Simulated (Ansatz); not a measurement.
# BiAs (model cell, started as wurtzite): relaxing the cell for a phonon run, part 2 of 2

Task: relax BiAs (model cell, started as wurtzite) tightly.

Ansatz 0.2.0; DFT PBEsol, scalar-relativistic, plane waves, PAW.

So far. Step 2 (A coarse first look): The coarse mesh shows a gap of 0.34 eV and a pressure of -1.6 GPa.

The structure was built from a prototype and need not be the compound's stable phase.

## 4. Bringing the structure to rest, k-mesh 9×9×6, smearing width 0.1 eV (continued)

ELF in the ac plane at fractional y = 0.333, with atoms of Bi and As within 0.2 Å of it. It is the smooth field of the valence electrons, not physical close to the nuclei.

Values, 17 rows by 14 columns, each cell a mean:
```
0.32 0.33 0.37 0.34 0.32 0.46 0.64 0.65 0.43 0.26 0.37 0.62 0.66 0.51
0.31 0.31 0.35 0.32 0.30 0.46 0.63 0.61 0.34 0.25 0.28 0.57 0.65 0.51
0.24 0.23 0.26 0.24 0.24 0.39 0.58 0.62 0.50 0.36 0.46 0.61 0.60 0.44
0.15 0.13 0.13 0.13 0.14 0.26 0.48 0.60 0.64 0.63 0.64 0.62 0.52 0.31
0.08 0.06 0.05 0.06 0.07 0.16 0.33 0.50 0.61 0.64 0.62 0.54 0.37 0.19
0.07 0.06 0.05 0.06 0.07 0.13 0.26 0.37 0.43 0.44 0.43 0.39 0.29 0.16
0.13 0.14 0.15 0.14 0.13 0.20 0.30 0.37 0.39 0.39 0.39 0.38 0.32 0.22
0.24 0.29 0.34 0.31 0.25 0.29 0.37 0.42 0.31 0.20 0.28 0.41 0.39 0.30
0.32 0.42 0.48 0.44 0.35 0.35 0.40 0.39 0.15 0.20 0.13 0.35 0.42 0.35
0.36 0.46 0.52 0.48 0.38 0.36 0.41 0.41 0.19 0.12 0.15 0.37 0.42 0.36
0.32 0.42 0.48 0.44 0.35 0.32 0.39 0.44 0.41 0.32 0.38 0.45 0.40 0.33
0.23 0.32 0.37 0.34 0.26 0.23 0.32 0.42 0.47 0.48 0.47 0.43 0.34 0.23
0.14 0.20 0.24 0.22 0.15 0.12 0.16 0.26 0.34 0.38 0.36 0.29 0.18 0.12
0.09 0.13 0.16 0.14 0.10 0.07 0.08 0.13 0.18 0.21 0.19 0.14 0.09 0.07
0.11 0.15 0.17 0.16 0.12 0.11 0.17 0.29 0.39 0.43 0.40 0.31 0.19 0.12
0.19 0.23 0.26 0.24 0.20 0.24 0.42 0.59 0.66 0.67 0.66 0.61 0.46 0.26
0.27 0.30 0.34 0.32 0.28 0.38 0.59 0.68 0.66 0.60 0.64 0.68 0.63 0.42
```
Columns run along a (5.0 Å), rows up along c (6.3 Å). Atoms in or near the plane, at fractional coordinates: Bi at (0.67, 0.47), As at (0.67, 0.91).

Valence density in the ac plane at fractional y = 0.333, with atoms of Bi and As within 0.2 Å of it. It is the smooth field of the valence electrons, not physical close to the nuclei.

Ten steps, logarithmic in the rise over the least value, from '0' (0 e/Å³) to '9' (26 e/Å³), each cell a mean:
```
00000113797421
00000014898521
00000013576310
00000001233210
00000001121100
00000001121100
00000012343210
00000013565420
00000124676521
00000124676521
00000013455310
00000001232100
00000000111000
00000000000000
00000000000000
00000001121100
00000012354210
```
Columns run along a (5.0 Å), rows up along c (6.3 Å). Atoms in or near the plane, at fractional coordinates: Bi at (0.67, 0.47), As at (0.67, 0.91).

Electrostatic potential energy in the ac plane at fractional y = 0.333, with atoms of Bi and As within 0.2 Å of it. With pseudopotentials it is smooth inside the atoms' cores, unlike the true potential.

Ten even steps from '0' (-69 eV) to '9' (11 eV), each cell a mean:
```
99999987899789
99999987999789
99999997898789
99999998777899
99999999989999
99999999888999
99999998656899
99999986201589
99999984000279
99999984000379
99999987313689
99999998777899
99999999999999
99999999999999
99999999999999
99999999888999
99999998777899
```
Columns run along a (5.0 Å; values clipped at the 3rd and 97th percentile), rows up along c (6.3 Å). Atoms in or near the plane, at fractional coordinates: Bi at (0.67, 0.47), As at (0.67, 0.91).

In this step the volume went from 33.50 to 33.56 Å³/atom.

## 5. Tight relaxation

Phonons need a cell at rest on their own settings, so the relaxation is repeated with tight tolerances on forces and stress, using the mesh and the filling of the phonon run that follows.

Input file input.yaml:

```yaml
crystal:
  lattice:
    - [4.9787238236, 0.0, 0.0]
    - [-2.4893619118, 4.3117013097, 0.0]
    - [0.0, 0.0, 6.252945535]
  atoms:
    - { symbol: Bi, position: [0.3333333333, 0.6666666667, -0.0344360613] }
    - { symbol: Bi, position: [0.6666666667, 0.3333333333, 0.4655639387] }
    - { symbol: As, position: [0.3333333333, 0.6666666667, 0.4094360613] }
    - { symbol: As, position: [0.6666666667, 0.3333333333, 0.9094360613] }
kpoints:
  mp_grid: { grid: [10, 10, 6] }
hamiltonian:
  xc: pbesol
scf:
  occupations: { method: methfessel_paxton, width: 0.15 }
output:
  forces: true
  stress: true
  eigenvalues: true
relax:
  adjacent_minimum: "off"
  f_tol: 0.001
  max_steps: 60
  cell: { stress_tol: 0.01 }
```

Run with:

```sh
> ansatz run input.yaml --threads 4 --pin off --max-ram 7168MiB --backend cpu --events-out ev --progress --plain --runs-dir out
```

Numbers of over 12 decimals in the logs are rounded to 6 here.

The program printed:

```text
[...]
Crystal: 4 atoms, lattice volume = 134.231 Å³
Basis set: ecut = 420 eV, 2667 PW (Γ), exchange–correlation on 72×72×90 points (8 copies of the dense FFT grid, shifted against one another)
Bands: 36, of which v1, the nominal top of the filled ones, is band 30 counted from 1 (29 counted from 0)
Symmetry: 12 space group operations
[...]
k-points: 56 of 600 (time reversal used)
[...]
--- Relaxed structure (4 steps of the walk, 4 accepted, 1 SCFs on fresh bases) ---
[...]
cell:  # Å, volume = 134.3920 Å³
    - [4.978983, 0.0, 0]
    - [-2.489492, 4.311926, 0]
    - [0, 0, 6.259817]
  atoms:
    - { symbol: Bi, position: [0.333333, 0.666667, -0.034239] }
    - { symbol: Bi, position: [0.666667, 0.333333, 0.465761] }
    - { symbol: As, position: [0.333333, 0.666667, 0.409239] }
    - { symbol: As, position: [0.666667, 0.333333, 0.909239] }
[key lines of the parts left out:]
SCF converged after 5 iterations
Free energy (F): -34109.507197 eV
Fermi energy:    8.054936 eV
P = ⅓ Tr σ = 0.0007 GPa (0.007 kbar)
```

Run time: 33 s. Hardware: 4 threads of Arm Neoverse V2, shared host; peak memory 0.57 GiB; 2.2 min of CPU time.

Step by step:

```
step  energy less that of the first step (eV)  largest force component (eV/Å)  pressure (GPa)  volume (Å³)
   1                                   0.0000                          0.0017            0.04       134.23
   2                                   0.0000                          0.0044           -0.03       134.45
   3                                   0.0000                          0.0013            0.00       134.39
   4                                   0.0000                          0.0003            0.00       134.39
  5*                                   0.0000                          0.0003            0.00       134.39
```

Relaxation steps marked * repeat the geometry before them on a plane-wave basis chosen anew for their cell, so energy and pressure can jump there.

The run keeps the 12 symmetry operations that it works with, so distortions that break them were not tested.

```
conventional cell, symmetrised  before  after  change
                         a (Å)   4.979  4.979  +0.0 %
                         b (Å)   4.979  4.979  +0.0 %
                         c (Å)   6.253  6.260  +0.1 %
              volume (Å³/atom)   33.56  33.60  +0.1 %
```

The relaxed structure:

```xyz
4
Lattice="4.9790 0.0000 0.0000 -2.4895 4.3119 0.0000 0.0000 0.0000 6.2598" Properties=species:S:1:pos:R:3 pbc="T T T"
Bi    0.0000    2.8746   -0.2143
Bi    2.4895    1.4373    2.9156
As    0.0000    2.8746    2.5618
As    2.4895    1.4373    5.6917
```

This step gave:

| Quantity | Value |
| --- | --- |
| pressure | 6.63e-4 GPa |
| volume per atom | 33.60 Å³ |
| gap on the k-mesh | 0 eV |

The largest force component left is 0.26 meV/Å and the pressure is 0.001 GPa, within the tolerances set. The cell now holds 33.60 Å³/atom.

## 6. Outcome

- space group after relaxation: P6_3mc
- lattice constant a: 4.979 Å
- lattice constant b: 4.979 Å
- lattice constant c: 6.260 Å
- volume per atom: 33.6 Å³

In words: The largest force component left is 0.26 meV/Å and the pressure is 0.001 GPa, within the tolerances set. The cell now holds 33.60 Å³/atom. The relaxation keeps the symmetry of its start, so it says nothing on stability against lower symmetry. Spin-orbit coupling is left out, which can matter for the heavy elements here. The starting cell was built on a prototype and not taken from a measurement, so the phase need not exist.

[Logs are printed without paths, hosts, clocks, repeated set-up lines and the standing remarks that a program may print on its own settings, such as how far it seeks lower states.]

[Hosts, paths, dates, database ids (printed as entryN), source tags and the programs' standing remarks are cut or masked in the printed files.]
